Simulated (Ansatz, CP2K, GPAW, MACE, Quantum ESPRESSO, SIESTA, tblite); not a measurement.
# CP2K runs on amorphous Si (76 atoms), part 4 of 4

How do the settings of CP2K change the result for amorphous Si (76 atoms)? A plane-wave run serves as the yardstick.

Program: CP2K 2026.2; the method stands at each step. Banners, paths, timers and routine set-up lines are dropped from the logs unmarked, and long logs keep their key lines alone; longer cuts are marked.

So far. Step 10 (TPSS, PBE potentials, DZVP-MOLOPT-SR, 350/50 Ry …): Against the first run (2.7 %), the force difference from the reference is 5.6 %, at 3.1 times the CPU time; the model has changed, so this is no error of the program alone. Step 11 (BLYP, DZVP-MOLOPT-SR, 350/50 Ry, diagonalisation): Against the first run (2.7 %), the force difference from the reference is 13 %, at 1.00 times the CPU time; the model has changed, so this is no error of the program alone.

### 12. PBE+D3(BJ), DZVP-MOLOPT-SR, 350/50 Ry, diagonalisation

Method: Kohn-Sham DFT, PBE+D3(BJ), GTH-PBE pseudopotentials, Gaussian and plane waves, DZVP-MOLOPT-SR-GTH, diagonalisation.

The input, input.inp:

```
&GLOBAL
  PROJECT cell
  RUN_TYPE ENERGY_FORCE
  PRINT_LEVEL LOW
&END GLOBAL
&FORCE_EVAL
  METHOD QS
  STRESS_TENSOR ANALYTICAL
  &DFT
    BASIS_SET_FILE_NAME BASIS_MOLOPT
    POTENTIAL_FILE_NAME GTH_POTENTIALS
    &MGRID
      CUTOFF 350
      REL_CUTOFF 50
    &END MGRID
    &QS
      EPS_DEFAULT 1.0E-12
    &END QS
    &SCF
      SCF_GUESS ATOMIC
      EPS_SCF 1.0E-06
      MAX_SCF 200
      ADDED_MOS 34
      &DIAGONALIZATION
        ALGORITHM STANDARD
      &END DIAGONALIZATION
      &SMEAR ON
        METHOD FERMI_DIRAC
        ELECTRONIC_TEMPERATURE [K] 580
      &END SMEAR
      &MIXING
        METHOD BROYDEN_MIXING
        ALPHA 0.15
        NBROYDEN 8
      &END MIXING
      &PRINT
        &RESTART OFF
        &END RESTART
      &END PRINT
    &END SCF
    &XC
      &XC_FUNCTIONAL PBE
      &END XC_FUNCTIONAL
      &VDW_POTENTIAL
        POTENTIAL_TYPE PAIR_POTENTIAL
        &PAIR_POTENTIAL
          TYPE DFTD3(BJ)
          PARAMETER_FILE_NAME dftd3.dat
          REFERENCE_FUNCTIONAL PBE
        &END PAIR_POTENTIAL
      &END VDW_POTENTIAL
    &END XC
    &PRINT
      &MULLIKEN ON
      &END MULLIKEN
      &LOWDIN ON
      &END LOWDIN
      &MO ON
        EIGENVALUES T
        OCCUPATION_NUMBERS T
        MO_INDEX_RANGE 141 164
        &EACH
          QS_SCF 0
        &END EACH
        ADD_LAST NUMERIC
      &END MO
    &END PRINT
  &END DFT
  &SUBSYS
    &CELL
      A 11.52060 0.00000 0.00000
      B 0.00000 11.52060 0.00000
      C 0.00000 0.00000 11.52060
    &END CELL
    &COORD
[... 76 atom lines left out: the same atoms as in the first run ...]
    &END COORD
    &KIND Si
      BASIS_SET DZVP-MOLOPT-SR-GTH-q4
      POTENTIAL GTH-PBE-q4
    &END KIND
  &END SUBSYS
  &PRINT
    &FORCES ON
    &END FORCES
    &STRESS_TENSOR ON
    &END STRESS_TENSOR
  &END PRINT
&END FORCE_EVAL
```

Run with:

```sh
> OMP_NUM_THREADS=2 cp2k.psmp -i input.inp > output.txt
```

Numbers of over 12 decimals in the logs are rounded to 6 here.

Log:

```text
CP2K| version string:                                       CP2K version 2026.2
 CP2K| Input file name                                                 input.inp
 GLOBAL| Basis set file name                                        BASIS_MOLOPT
 GLOBAL| Potential file name                                      GTH_POTENTIALS
[... lines left out ...]
 Number of electrons:                                                        304
[... lines left out ...]
  Step     Update method      Time    Convergence         Total energy    Change
[... lines left out ...]
  *** SCF run converged in    18 steps ***
[... lines left out ...]
  Fermi energy:                                                 0.198766
  Total energy:                                              -298.942915
  Total energy (extrapolated to T->0):                       -298.938755
[... lines left out ...]
 MO| E(Fermi):            0.198766 a.u.          5.408691 eV
[... lines left out ...]
 ENERGY| Total FORCE_EVAL ( QS ) energy [hartree]           -298.942929
[... lines left out ...]
 FORCES|      1 -4.20579055E-03 -2.13071877E-03  8.75479744E-04   4.79532078E-03
 FORCES|      2 -1.35343569E-02  4.18837809E-02  1.26074112E-02   4.57862068E-02
 FORCES|      3 -8.85364631E-03  4.48683131E-03 -2.72664984E-02   2.90169027E-02
[...]
FORCES|     75 -7.02808481E-03 -7.09697025E-03  1.78531081E-03   1.01463440E-02
 FORCES|     76 -1.04085828E-02  7.78799878E-03 -4.99051931E-02   5.15705324E-02
 FORCES| Sum     1.88012094E-07  4.26931174E-07 -7.40689229E-09
 FORCES| Total atomic force                                       4.66555074E-07
 STRESS| Analytical stress tensor [bar]
 STRESS|                        x                   y                   z
 STRESS|      x       -1.73159707989E+04  -5.63812243363E+03   1.25740905667E+04
 STRESS|      y       -5.63812243363E+03  -1.97392082984E+04   1.39450374245E+04
 STRESS|      z        1.25740905667E+04   1.39450374245E+04  -1.40025592680E+04
 STRESS| 1/3 Trace                                            -1.70192461218E+04
```

Run time: 94 s. Hardware: 2 threads of Arm Neoverse V2, shared host; peak memory 1.9 GiB; 2.9 min of CPU time.

Against the reference:

* r.m.s. force component: 0.9223 eV/Å
* r.m.s. difference of force components: 71.62 meV/Å
* longest difference of force vectors: 371 meV/Å
* force difference over r.m.s. force: 7.622 %
* slope of forces against the reference's: 0.9787
* correlation of force components: 0.9972
* pressure: -1.702 GPa
* pressure difference: -1.996 GPa

Against the first run (2.7 %), the force difference from the reference is 7.6 %, at 1.00 times the CPU time; the model has changed, so this is no error of the program alone.

### 13. The ladder

Differences are against the plane-wave reference, forces as r.m.s. over components; share is that over the reference's r.m.s. force, slope the least-squares factor from reference forces to these. Total energies of different programs have different zeros and aren't compared.

| run | Δ force, r.m.s. (meV/Å) | share (%) | slope | Δ pressure (GPa) | cores | CPU time | memory (GiB) |
| --- | --- | --- | --- | --- | --- | --- | --- |
| reference | - | - | - | - | 4 | 7.2 min | 4.6 |
| CP2K PBE, DZVP-MOLOPT-SR, 350/50 Ry, diagonalisation | 25.0 | 2.66 | 1.010 | -0.150 | 2 | 2.9 min | 1.9 |
| CP2K GFN1-xTB, diagonalisation | 286 | 30.4 | 1.162 | 7.05 | 1 | 31 s | 0.28 |
| CP2K PBE, TZV2P-MOLOPT, 350/50 Ry, diagonalisation | 21.2 | 2.25 | 0.997 | -0.309 | 4 | 7.9 min | 3.2 |
| CP2K PBE, SZV-MOLOPT-SR, 350/50 Ry, diagonalisation (coarse) | 481 | 51.2 | 1.319 | 8.18 | 1 | 1.8 min | 1.7 |
| CP2K PBE, TZVP-UZH, 350/50 Ry, diagonalisation | 25.0 | 2.66 | 1.001 | -0.123 | 4 | 6 min | 3.2 |
| CP2K PBE, DZVP-MOLOPT-SR, 489/50 Ry, diagonalisation | 25.0 | 2.66 | 1.010 | -0.150 | 2 | 3.4 min | 2.9 |
| CP2K PBE, DZVP-MOLOPT-SR, 350/30 Ry, diagonalisation (coarse) | 25.0 | 2.66 | 1.010 | -0.148 | 2 | 2.3 min | 1.9 |
| CP2K PBE, DZVP-MOLOPT-SR, 244/50 Ry, diagonalisation (coarse) | 25 | 2.66 | 1.010 | -0.150 | 2 | 2.8 min | 1.4 |
| CP2K TPSS, PBE potentials, DZVP-MOLOPT-SR, 350/50 Ry, diagonalisation | 52.8 | 5.62 | 1.012 | -0.167 | 2 | 8.9 min | 1.9 |
| CP2K BLYP, DZVP-MOLOPT-SR, 350/50 Ry, diagonalisation | 118 | 12.6 | 0.997 | 2.93 | 2 | 2.9 min | 1.9 |
| CP2K PBE+D3(BJ), DZVP-MOLOPT-SR, 350/50 Ry, diagonalisation | 71.6 | 7.62 | 0.979 | -2.00 | 2 | 2.9 min | 1.9 |

Rows marked coarse were listed beforehand as settings not expected to be converged; some can still land near the reference.

CPU time is summed over cores on a shared host, where runs went side by side, so it is rough. Symmetry, cutoffs, thresholds, outputs and thread counts weren't matched or tuned between programs; memory under MPI is the largest rank's times the ranks.

Within one program, basis, potentials and functional, energies share a zero. Each run against its twin at the usual cutoff or grid and solver:

| run | twin | Δ energy (meV/atom) | Δ force, r.m.s. (meV/Å) | CPU time over the twin's |
| --- | --- | --- | --- | --- |
| CP2K PBE, DZVP-MOLOPT-SR, 489/50 Ry, diagonalisation | DZVP-MOLOPT-SR, 350/50 Ry, diagonalisation | -0.0012 | 0.045 | 1.2 |
| CP2K PBE, DZVP-MOLOPT-SR, 350/30 Ry, diagonalisation | DZVP-MOLOPT-SR, 350/50 Ry, diagonalisation | -0.0333 | 0.265 | 0.81 |
| CP2K PBE, DZVP-MOLOPT-SR, 244/50 Ry, diagonalisation | DZVP-MOLOPT-SR, 350/50 Ry, diagonalisation | -9.0e-4 | 0.046 | 0.95 |

### 14. Outcome

```json
{
  "nearest in forces": "CP2K PBE, TZV2P-MOLOPT, 350/50 Ry, diagonalisation, 2.3 %",
  "its CPU time": "7.9 min"
}
```

**Reading.** The PBE runs in local orbitals, coarse settings apart, differ by 2.3 % (CP2K PBE, TZV2P-MOLOPT, 350/50 Ry, diagonalisation) to 2.7 % (CP2K PBE, DZVP-MOLOPT-SR, 350/50 Ry, diagonalisation); basis, grid and potentials can all enter. Tight binding differs by 30 % (CP2K GFN1-xTB, diagonalisation); it is another model, with fitted parameters of its own, and the xTB methods hold dispersion. Rows with another functional or a dispersion term differ by 5.6 % (CP2K TPSS, PBE potentials, DZVP-MOLOPT-SR, 350/50 Ry, diagonalisation) to 13 % (CP2K BLYP, DZVP-MOLOPT-SR, 350/50 Ry, diagonalisation), which mixes the change of model with differences of basis and potentials, some of them made for another functional. CP2K GFN1-xTB, diagonalisation needed 161 SCF steps, so its time overstates the method's usual cost. Runs with settings chosen to be coarse differ by 2.7 % (CP2K PBE, DZVP-MOLOPT-SR, 244/50 Ry, diagonalisation) to 51 % (CP2K PBE, SZV-MOLOPT-SR, 350/50 Ry, diagonalisation), their programs' other errors included. Of the electronic-structure runs that take under half the reference's CPU time, CP2K PBE, DZVP-MOLOPT-SR, 244/50 Ry, diagonalisation is among the nearest, at 2.7 % in 2.8 min against 7.2 min. In pressure, CP2K PBE, SZV-MOLOPT-SR, 350/50 Ry, diagonalisation misses by +8.2 GPa, at the same functional. Periodic xTB results under one method name differ between programs and library versions. The reference's pressure holds the uncorrected Pulay stress of its 45 Ry basis, so small pressure differences, and their order, may be the reference's own error. The quench rate of 10 K/ps is many orders above laboratory rates, so the cell is likely richer in defects and strain than a real sample. The network of bonds at the start is that of the classical potential that made the cell, and needn't be the one that DFT or experiment would give. The electronic-structure runs sample only Γ, in a cell whose shortest periodic width is 12 Å, which is coarse for a cell with partly filled levels.

[Also dropped from logs without a mark: logging warnings of Python, and SIESTA's first energy breakdown and zero terms.]

[Logs are printed without paths, hosts, clocks, repeated set-up lines and the standing remarks that a program may print on its own settings, such as how far it seeks lower states.]

[Hosts, paths, dates, database ids (printed as entryN), source tags and the programs' standing remarks are cut or masked in the printed files.]
